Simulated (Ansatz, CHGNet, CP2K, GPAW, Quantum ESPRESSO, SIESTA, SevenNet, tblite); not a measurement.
**GPAW runs on random packing of B86H14 (at. %) (90 atoms)**

Wanted: GPAW inputs and outputs for random packing of B86H14 (at. %) (90 atoms), checked against a plane-wave reference.

Main program and level: GPAW 26.7.0; the method is named at each step.

## (1) Starting point

The cell holds 90 atoms: 77 B and 13 H. Cell: a = 8.907 Å, b = 8.907 Å, c = 8.907 Å, α = 90.0°, β = 90.0°, γ = 90.0°. 90 atoms (77 B, 13 H) packed at random in a cube at 1.99 g/cm³ and pushed apart as soft spheres; a start for melting by ab initio MD, not an equilibrated structure. Then every atom was moved at random, 0.02 Å r.m.s. a Cartesian component (hydrogen 0.6 of that).

The yardstick, on the same geometry:

```
method                 : Kohn-Sham DFT, PBE, PAW, plane waves (Ansatz 0.2.0); cutoff 420 eV, Γ point, fermi-dirac smearing of 0.05 eV; PAW set soft_2
r.m.s. force component : 1.085 eV/Å
longest force          : 4.111 eV/Å
pressure               : -14.43 GPa
SCF cycles             : 8
time                   : 5.1 s on 4 threads of Arm Neoverse V1, shared host
CPU time               : 19 s
```

## (2) PBE, LCAO dzp, h 0.2 Å

Method: Kohn-Sham DFT, PBE, PAW, atomic orbitals (dzp).

Contents of run.py:

```python
import numpy as np
from ase.io import read
from gpaw import GPAW, FermiDirac

atoms = read("structure.xyz")
atoms.calc = GPAW(
    mode="lcao",
    basis="dzp",
    h=0.2,
    xc="PBE",
    kpts={"size": (1, 1, 1), "gamma": True},
    occupations=FermiDirac(0.05),
    maxiter=200,
    symmetry={"point_group": False},
    txt="gpaw.txt",
)
energy = atoms.get_potential_energy(force_consistent=True)
forces = atoms.get_forces()
print(f"energy {energy:.6f} eV")
print("forces (eV/A)")
for i, (a, f) in enumerate(zip(atoms, forces)):
    print(f"{i:4d} {a.symbol:2s} {f[0]:10.5f} {f[1]:10.5f} {f[2]:10.5f}")
print(f"Fermi level {atoms.calc.get_fermi_level():.4f} eV")
for k in range(len(atoms.calc.get_ibz_k_points())):
    for s in range(atoms.calc.get_number_of_spins()):
        e = atoms.calc.get_eigenvalues(kpt=k, spin=s)
        n = np.searchsorted(e, atoms.calc.get_fermi_level())
        print(f"k {k} spin {s} levels about the Fermi level:", np.round(e[max(n - 6, 0):n], 4).tolist(), "|", np.round(e[n:n + 6], 4).tolist())
```

Contents of structure.xyz:

```xyz
90
Lattice="8.90670 0.00000 0.00000 0.00000 8.90670 0.00000 0.00000 0.00000 8.90670" Properties=species:S:1:pos:R:3 pbc="T T T"
B 7.78775 0.82672 2.86689
B 6.16272 1.72398 4.08283
B 5.98797 7.62503 1.78838
B 0.01496 3.16927 0.66765
B 6.39082 3.71739 2.79697
B 8.56361 0.32305 8.24297
B 5.55457 3.87441 0.42191
B 6.67245 3.82311 5.94602
B 8.10813 7.65433 0.02850
B 7.07459 3.12625 4.32242
B 8.66898 3.96651 5.02436
B 6.42342 1.26644 0.30016
B 5.80138 1.36130 1.79114
B 6.07544 7.73191 5.60205
B 1.54273 2.73658 6.25473
B 1.80218 1.63714 8.20102
B 7.02480 1.13391 7.33039
B 6.08942 6.51792 3.48564
B 4.13262 4.41149 1.55680
B 6.58855 5.08394 8.69739
B 0.21759 2.91240 7.63260
B 3.07718 6.49779 2.32990
B 1.07958 0.46725 7.39292
B 7.76940 8.06858 6.71841
B 3.36566 5.63580 4.89815
B 2.02636 0.66177 1.19519
B 6.20503 8.33997 3.64560
B 6.87882 7.31365 7.92358
B 7.64462 6.20583 4.06911
B 4.31663 6.57573 3.88136
B 6.18597 3.06471 7.75836
B 5.39025 5.09410 4.50572
B 8.39234 5.52011 0.78459
B 1.31294 5.73449 8.19114
B 7.75827 7.83300 4.98579
B 4.51881 3.63669 4.16575
B 5.34651 8.81790 8.81434
B 1.19608 3.93079 2.04525
B 2.07410 0.21287 3.08118
B 8.85789 5.58931 5.77697
B 6.97065 3.04859 0.90385
B 7.25308 0.30826 5.72915
B 5.35934 0.87010 7.13756
B 7.35800 5.34420 5.39782
B 8.65099 7.79354 1.65700
B 1.38223 4.57662 4.67673
B 2.88283 5.34259 0.52995
B 1.87050 3.24872 0.76820
B 1.39532 7.25834 4.36348
B 4.14179 8.65054 4.75164
B 0.54019 5.71534 2.46751
B 4.41648 7.38855 7.88884
B 5.29494 5.51307 6.64404
B 6.92104 1.98138 5.87361
B 4.04035 3.39595 6.29027
B 2.30185 6.45005 6.57243
[... 30 atom lines left out ...]
H 5.40494 5.16384 2.64244
H 2.89486 8.17599 1.49321
H 7.83273 5.82471 7.01759
H 3.72407 4.95017 3.50176
```

The run is started by

```console
OMP_NUM_THREADS=1 python run.py > output.txt
```

Log:

```text
energy -421.354033 eV
forces (eV/A)
   0 B    -0.62964   -0.64944    0.64285
   1 B     0.74193   -1.07548   -0.07049
   2 B    -0.62659   -0.21400    0.72913
   3 B    -0.14763    0.67753   -0.63014
   4 B    -0.36133   -0.81956   -0.74127
   5 B    -1.58404   -0.23204   -0.56798
   6 B    -1.83021    0.78024   -0.70069
   7 B    -0.81317    0.48784    0.74366
   8 B     1.23843    0.39297    2.23111
   9 B     1.74067    0.83517    0.20016
  10 B    -0.00890   -1.88435   -1.82152
  11 B    -0.16612    1.26063   -1.18072
  12 B    -1.18049    0.15945    1.78118
  13 B    -0.33208   -0.11077   -0.05363
  14 B    -0.55453   -0.53826    0.24898
  15 B     0.89952    1.90905    1.79492
  16 B     0.63884   -0.64234    1.16827
  17 B    -0.83316    0.48704   -2.46621
  18 B     0.63584    0.73883   -1.70170
  19 B     2.12789    1.13456   -0.12164
  20 B     0.23521   -0.33987    0.10092
  21 B     1.15907   -0.60754   -0.45714
  22 B     1.97462   -0.54534   -1.76580
  23 B    -1.06854   -1.16854    1.08516
[...]
82 H    -0.43452   -1.10438    0.48324
  83 H    -0.42232    0.76276    0.47570
  84 H     0.29939    1.50460   -0.01636
  85 H     0.74772   -0.26765   -0.61078
  86 H     0.59438   -1.42280   -1.06296
  87 H    -0.55245   -0.40754    0.65860
  88 H     0.36971   -0.25022   -1.39534
  89 H    -0.22395   -0.56262   -0.34894
Fermi level 7.0742 eV
k 0 spin 0 levels about the Fermi level: [6.7677, 6.8806, 6.9361, 7.0089, 7.0558, 7.0606] | [7.2079, 7.2112, 7.3025, 7.3973, 7.4439, 7.5524]
```

gpaw.txt:

```text
Input parameters:
  mode=LCAO(),
  basis={'default': 'dzp'},
  h=0.2,
  kpts=MonkhorstPack(size=(1, 1, 1), gamma=True),
  maxiter=200,
  occupations=Occupations(name='fermi-dirac', width=0.05, fixmagmom=False),
  symmetry=Symmetry(point_group=False),
  xc=XC(name='PBE')
Unit cell  # Å
| periodic |        x |        y |        z |  lengths |    angles |
|----------|----------|----------|----------|----------|-----------|
|      yes | 8.906700 | 0.000000 | 0.000000 | 8.906700 | 90.000000 |
|      yes | 0.000000 | 8.906700 | 0.000000 | 8.906700 | 90.000000 |
|      yes | 0.000000 | 0.000000 | 8.906700 | 8.906700 | 90.000000 |
Number of symmetries: 1
Symmetry operations  # r_c * U_cc + t_c -> r_c
|   | kind |            matrix            |
|---|------|------------------------------|
| 0 |  E   |  1, 0, 0,  0, 1, 0,  0, 0, 1 |
BZ-sampling:
  Number of BZ points: 1
  Number of IBZ points: 1
  Monkhorst-Pack size: [1, 1, 1]
  Monkhorst-Pack shift: [0, 0, 0]
[... lines left out ...]
  Fermi-Dirac:
[... lines left out ...]
    Stencil: 6*3+1=19 point O(h^6) finite-difference Laplacian
xc functional:
  name: PBE with 2 nearest neighbor stencil
interpolation: tri-quintic # 5. degree polynomial
Initialization done in: 9.570 s
convergence criteria:
- Maximum [total energy] change in last 3 cyles: 0.0005 eV / valence electron
- Maximum integral of absolute [dens]ity change: 0.0001 electrons / valence electron
- Maximum integral of absolute [eigenst]ate change: 4e-08 eV^2 / valence electron
maximum number of iterations: 200
SCF iterations
|iter     |      energy | eigst |  dens |
|---------|-------------|-------|-------|
|iter:   1| -435.617587 |      c|       |
|iter:   2| -430.215655 |      c| -0.86 |
|iter:   3| -431.652889 |      c| -0.92 |
|iter:   4| -424.405327 |      c| -1.01 |
[...]
|iter:   8| -421.311902 |      c| -1.76 |
|iter:   9| -421.248580 |      c| -1.98 |
|iter:  10| -421.252186c|      c| -2.24 |
|iter:  11| -421.218897c|      c| -2.26 |
|iter:  12| -421.220945c|      c| -2.72 |
[...]
|iter:  17| -421.215610c|      c| -3.82 |
|iter:  18| -421.215594c|      c| -3.79 |
|iter:  19| -421.215621c|      c| -4.05c|
Converged in 19 steps
SCF loop duration: 450.459 s (23.708 s/step)
Energy contributions relative to reference atoms: (reference = -51713.068786)
Energy contributions:
  Kinetic:         145.653431
  Coulomb:         -86.516062
  Zero:              1.837033
  External:          0.000000
  Xc:             -482.051611
  Entropy:          -0.276824
  Spinorbit:         0.000000
  ----------------------------
  Free energy:    -421.354033
  Extrapolated:   -421.215621
dipole moment: (19.936408, -17.816199, -13.416125)  # |e|*Ang
Fermi level: 7.074
Eigenvalues  # (at kpt = [0.000, 0.000, 0.000])
| band index |      eig [eV] | occ [0-2] |
|------------|---------------|-----------|
|          0 |        -8.780 |     2.000 |
|        ... |               |           |
|        115 |         6.639 |     2.000 |
|        116 |         6.694 |     1.999 |
[...]
|        130 |         7.684 |     0.000 |
|        ... |               |           |
|        150 |         9.266 |     0.000 |
Gap: 0.147 eV
Transition (v -> c):
  (s=0, k=0, n=122, [0.00, 0.00, 0.00]) -> (s=0, k=0, n=123, [0.00, 0.00, 0.00])
No difference between direct/indirect transitions
Force computation time: 59.917  # s
timing:  # [seconds]
  Total:  519.986  # ━━━━━━━━━━━━━━━━━━━━━━━━━━━━━━━━━━━━━━━━━━━━━━━━━━━━━━━━
  Init:     9.570  # ━
  SCF:    450.459  # ━━━━━━━━━━━━━━━━━━━━━━━━━━━━━━━━━━━━━━━━━━━━━━━━╸
  Forces:  59.917  # ━━━━━━╸
```

Elapsed: 8.7 min, on 1 thread of Arm Neoverse V1, shared host; peak memory 0.93 GiB.

Banners, paths, timers and routine set-up lines are dropped from the logs unmarked, and long logs keep their key lines alone; longer cuts are marked.

Compared with the plane-wave run:

| Item | Value |
| --- | --- |
| r.m.s. force component | 1.152 eV/Å |
| r.m.s. difference of force components | 131.9 meV/Å |
| longest difference of force vectors | 437.3 meV/Å |
| force difference over r.m.s. force | 12.15 % |
| slope of forces against the reference's | 1.056 |
| correlation of force components | 0.9948 |

Length of the force difference by element (eV/Å):

| element | atoms | mean | most |
| --- | --- | --- | --- |
| B | 77 | 0.22 | 0.44 |
| H | 13 | 0.032 | 0.059 |

Local excerpt of 10 atoms (numbers count through the whole input) about B61, picked at random; x, y, z are measured from there.

| atom | x | y | z | distance (Å) | Fx | Fy | Fz (eV/Å) |
| --- | --- | --- | --- | --- | --- | --- | --- |
| B61 | 0.00 | 0.00 | 0.00 | 0.00 | -0.40 | -3.55 | 0.98 |
| B63 | -0.02 | 0.86 | -1.35 | 1.60 | 0.01 | 1.13 | -1.46 |
| B66 | 0.55 | 1.40 | 0.63 | 1.63 | 2.42 | 0.58 | 1.65 |
| B70 | 0.12 | -0.65 | 1.64 | 1.76 | 0.49 | 0.14 | 0.00 |
| B1 | -1.70 | -0.62 | -0.84 | 1.99 | -0.63 | -0.65 | 0.64 |
| H86 | -0.34 | -0.66 | -1.85 | 1.99 | 0.75 | -0.27 | -0.61 |
| B39 | 1.50 | -1.23 | -0.63 | 2.04 | 0.07 | 1.66 | -0.18 |
| B71 | -0.81 | 0.64 | 2.07 | 2.32 | 1.17 | 2.03 | 0.73 |
| B57 | -0.80 | 2.22 | -0.65 | 2.45 | -1.05 | 1.17 | 2.05 |
| H83 | 2.37 | 0.15 | -0.74 | 2.49 | -0.43 | -1.10 | 0.48 |

Atoms are counted from 1 here, from 0 in the log.

Forces lie 12 % from the reference's, at 28 times its CPU time (on 1 against 4 cores).

The difference per atom is largest on B (0.22 eV/Å on average, against 0.032 on H).

## (3) PBE, LCAO dzp, h 0.2 Å, other mixer settings

Method: Kohn-Sham DFT, PBE, PAW, atomic orbitals (dzp).

Changes to run.py since step 2:

```diff
@@ -2,3 +2,4 @@
 from ase.io import read
-from gpaw import GPAW, FermiDirac
+from gpaw import GPAW, FermiDirac, Mixer
+from ase.parallel import parprint as print
 
@@ -12,2 +13,3 @@
     occupations=FermiDirac(0.05),
+    mixer=Mixer(0.03, 7, 100),
     maxiter=200,
```

structure.xyz is that of step 2.

The run is started by

```console
OMP_NUM_THREADS=1 mpirun -np 2 gpaw python run.py > output.txt
```

Log:

```text
energy -421.354027 eV
forces (eV/A)
   0 B    -0.63251   -0.65342    0.64273
   1 B     0.73973   -1.07519   -0.07127
   2 B    -0.63205   -0.21422    0.73020
   3 B    -0.14890    0.67025   -0.63094
   4 B    -0.35902   -0.82022   -0.73628
   5 B    -1.58485   -0.23009   -0.56737
[...]
87 H    -0.55230   -0.40764    0.65903
  88 H     0.36960   -0.25055   -1.39536
  89 H    -0.22412   -0.56245   -0.34883
Fermi level 7.0742 eV
k 0 spin 0 levels about the Fermi level: [6.7679, 6.8808, 6.9361, 7.009, 7.0558, 7.0607] | [7.2079, 7.2112, 7.3026, 7.3975, 7.444, 7.5525]
```

gpaw.txt:

```text
Input parameters:
  mode=LCAO(),
  basis={'default': 'dzp'},
  h=0.2,
  kpts=MonkhorstPack(size=(1, 1, 1), gamma=True),
  maxiter=200,
[... lines left out ...]
  occupations=Occupations(name='fermi-dirac', width=0.05, fixmagmom=False),
[... lines left out ...]
  Fermi-Dirac:
[... lines left out ...]
convergence criteria:
- Maximum [total energy] change in last 3 cyles: 0.0005 eV / valence electron
[... lines left out ...]
Converged in 28 steps
[... lines left out ...]
  Free energy:    -421.354027
[... lines left out ...]
Fermi level: 7.074
[... lines left out ...]
|        ... |               |           |
|        115 |         6.639 |     2.000 |
|        116 |         6.694 |     1.999 |
[...]
|        130 |         7.684 |     0.000 |
|        ... |               |           |
|        150 |         9.266 |     0.000 |
Gap: 0.147 eV
Transition (v -> c):
  (s=0, k=0, n=122, [0.00, 0.00, 0.00]) -> (s=0, k=0, n=123, [0.00, 0.00, 0.00])
No difference between direct/indirect transitions
Force computation time: 34.559  # s
```

The job ended after 6.7 min (2 MPI ranks; peak memory 1.2 GiB).

Numbers from this run, and their distance from the reference:

```yaml
r_m_s_force_component: 1.152 eV/Å
r_m_s_difference_of_force_components: 130.9 meV/Å
longest_difference_of_force_vectors: 438.6 meV/Å
force_difference_over_r_m_s_force: 12.06 %
slope_of_forces_against_the_reference_s: 1.056
correlation_of_force_components: 0.9949
energy_less_the_same_level_run_s: 0.0001 meV/atom
r_m_s_force_difference_from_the_same_level_run: 2.252 meV/Å
```

Against the first run (12 %), the force difference from the reference is 12 %, at 1.5 times the CPU time (on 2 against 1 cores) (28 SCF steps against 19): another solver or mixer reaches the same state.

The difference per atom is largest on B (0.22 eV/Å on average, against 0.032 on H).

## (4) PBE, LCAO szp(dzp), h 0.2 Å

Method: Kohn-Sham DFT, PBE, PAW, atomic orbitals (szp(dzp)).

Changes to run.py since step 3:

```diff
@@ -2,4 +2,3 @@
 from ase.io import read
-from gpaw import GPAW, FermiDirac, Mixer
-from ase.parallel import parprint as print
+from gpaw import GPAW, FermiDirac
 
@@ -8,3 +7,3 @@
     mode="lcao",
-    basis="dzp",
+    basis="szp(dzp)",
     h=0.2,
@@ -13,3 +12,2 @@
     occupations=FermiDirac(0.05),
-    mixer=Mixer(0.03, 7, 100),
     maxiter=200,
```

structure.xyz is that of step 3.

The run is started by

```console
OMP_NUM_THREADS=1 python run.py > output.txt
```

Log:

```text
energy -399.374068 eV
forces (eV/A)
   0 B    -0.77442   -0.51077    0.97140
   1 B     0.63729   -1.23615   -0.32062
   2 B    -0.55715   -0.32746    0.50237
   3 B    -0.14335    0.95869   -0.63190
   4 B    -0.36894   -0.67558   -0.96772
   5 B    -1.63961   -0.09026   -0.43793
[...]
87 H    -0.10800   -0.30337    0.59510
  88 H     0.38555   -0.13347   -1.14637
  89 H    -0.35723   -0.63574   -0.55963
Fermi level 6.9504 eV
k 0 spin 0 levels about the Fermi level: [6.6374, 6.7479, 6.8131, 6.8897, 6.9261, 6.943] | [7.0772, 7.0837, 7.1666, 7.2786, 7.3266, 7.4623]
```

gpaw.txt:

```text
Input parameters:
  mode=LCAO(),
  basis={'default': 'szp(dzp)'},
  h=0.2,
  kpts=MonkhorstPack(size=(1, 1, 1), gamma=True),
  maxiter=200,
  occupations=Occupations(name='fermi-dirac', width=0.05, fixmagmom=False),
[... lines left out ...]
  Fermi-Dirac:
[... lines left out ...]
convergence criteria:
- Maximum [total energy] change in last 3 cyles: 0.0005 eV / valence electron
[... lines left out ...]
Converged in 19 steps
[... lines left out ...]
  Free energy:    -399.374068
[... lines left out ...]
Fermi level: 6.950
[... lines left out ...]
|        ... |               |           |
|        150 |         9.170 |     0.000 |
Gap: 0.134 eV
Transition (v -> c):
  (s=0, k=0, n=122, [0.00, 0.00, 0.00]) -> (s=0, k=0, n=123, [0.00, 0.00, 0.00])
No difference between direct/indirect transitions
Force computation time: 46.303  # s
timing:  # [seconds]
  Total:  391.240  # ━━━━━━━━━━━━━━━━━━━━━━━━━━━━━━━━━━━━━━━━━━━━━━━━━━━━━━━━
  Init:     7.819  # ━
  SCF:    337.077  # ━━━━━━━━━━━━━━━━━━━━━━━━━━━━━━━━━━━━━━━━━━━━━━━━
  Forces:  46.303  # ━━━━━━╸
```

Run time: 6.5 min. Hardware: 1 thread; peak memory 0.88 GiB.

Against the reference:

```yaml
r_m_s_force_component: 1.199 eV/Å
r_m_s_difference_of_force_components: 299.7 meV/Å
longest_difference_of_force_vectors: 997.8 meV/Å
force_difference_over_r_m_s_force: 27.62 %
slope_of_forces_against_the_reference_s: 1.073
correlation_of_force_components: 0.9705
```

This is a coarse setting, run to see what it loses.

Against the first run (12 %), the force difference from the reference is 28 %, at 0.75 times the CPU time, with 745 basis functions against 1066: the smaller basis costs accuracy.

## (5) Another try, on a changed input

Changes to run.py since step 4:

```diff
@@ -7,3 +7,3 @@
     mode="lcao",
-    basis="szp(dzp)",
+    basis="tzp",
     h=0.2,
@@ -12,3 +12,3 @@
     occupations=FermiDirac(0.05),
-    maxiter=200,
+    maxiter=60,
     symmetry={"point_group": False},
```

structure.xyz is that of step 4.

Log:

```text
FileNotFoundError: Could not find required basis set file "B.tzp.basis".
You need to set the GPAW_SETUP_PATH environment variable to point to
the directories where PAW dataset and basis files are stored.  See
for details.
```

gpaw.txt:

```text
Input parameters:
  mode=LCAO(),
  basis={'default': 'tzp'},
  h=0.2,
  kpts=MonkhorstPack(size=(1, 1, 1), gamma=True),
  maxiter=60,
  occupations=Occupations(name='fermi-dirac', width=0.05, fixmagmom=False),
  symmetry=Symmetry(point_group=False),
  xc=XC(name='PBE')
timing:  # [seconds]
  Total: 0.035  # ━━━━━━━━━━━━━━━━━━━━━━━━━━━━━━━━━━━━━━━━━━━━━━━━━━━━━━━━━━━
  Init:  0.016  # ━━━━━━━━━━━━━━━━━━━━━━━━━━━╸
```

Run time: 1.3 s. Hardware: 1 thread; peak memory 0.1 GiB.

The program stopped at the start. The fault in the input: a basis that isn't there (basis tzp).

## (6) All runs compared

Differences are against the plane-wave reference, forces as r.m.s. over components; share is that over the reference's r.m.s. force, slope the least-squares factor from reference forces to these. Total energies of different programs have different zeros and aren't compared.

| run | Δ force, r.m.s. (meV/Å) | share (%) | slope | cores | CPU time | memory (GiB) |
| --- | --- | --- | --- | --- | --- | --- |
| reference | - | - | - | 4 | 19 s | 0.90 |
| GPAW PBE, LCAO dzp, h 0.2 Å | 132 | 12.2 | 1.056 | 1 | 8.7 min | 0.93 |
| GPAW PBE, LCAO dzp, h 0.2 Å, other mixer settings | 131 | 12.1 | 1.056 | 2 | 13 min | 1.2 |
| GPAW PBE, LCAO szp(dzp), h 0.2 Å (coarse) | 300 | 27.6 | 1.073 | 1 | 6.5 min | 0.88 |

Rows marked coarse were listed beforehand as settings not expected to be converged; some can still land near the reference.

CPU time is summed over cores on a shared host, where runs went side by side, so it is rough. Symmetry, cutoffs, thresholds, outputs and thread counts weren't matched or tuned between programs; memory under MPI is the largest rank's times the ranks.

Within one program, basis, potentials and functional, energies share a zero. Each run against its twin at the usual cutoff or grid and solver:

| run | twin | Δ energy (meV/atom) | Δ force, r.m.s. (meV/Å) | CPU time over the twin's |
| --- | --- | --- | --- | --- |
| GPAW PBE, LCAO dzp, h 0.2 Å, other mixer settings | LCAO dzp, h 0.2 Å | 1.0e-4 | 2.25 | 1.5 (this twin ran on 1 cores) |

## (7) Outcome

```yaml
nearest_in_forces: a tie at 12 % of 2 runs: GPAW PBE, LCAO dzp, h 0.2 Å; GPAW PBE, LCAO dzp, h 0.2 Å, other mixer settings
```

In words: The PBE runs in local orbitals, coarse settings apart, differ by 12 % in each run; basis, grid and potentials can all enter. Runs with settings chosen to be coarse differ by 28 % (GPAW PBE, LCAO szp(dzp), h 0.2 Å), their programs' other errors included. None of the electronic-structure runs in the table takes under half the reference's CPU time of 19 s; they take 21 to 43 times as much. The reference's pressure of -14 GPa belongs to a cell and atoms that aren't relaxed at this level. The electronic-structure runs sample only Γ, in a cell whose shortest periodic width is 9 Å, which is coarse for a cell with partly filled levels.

[Also dropped from logs without a mark: logging warnings of Python, and SIESTA's first energy breakdown and zero terms.]

[Logs are printed without paths, hosts, clocks, repeated set-up lines and the standing remarks that a program may print on its own settings, such as how far it seeks lower states.]

[Hosts, paths, dates, database ids (printed as entryN), source tags and the programs' standing remarks are cut or masked in the printed files.]
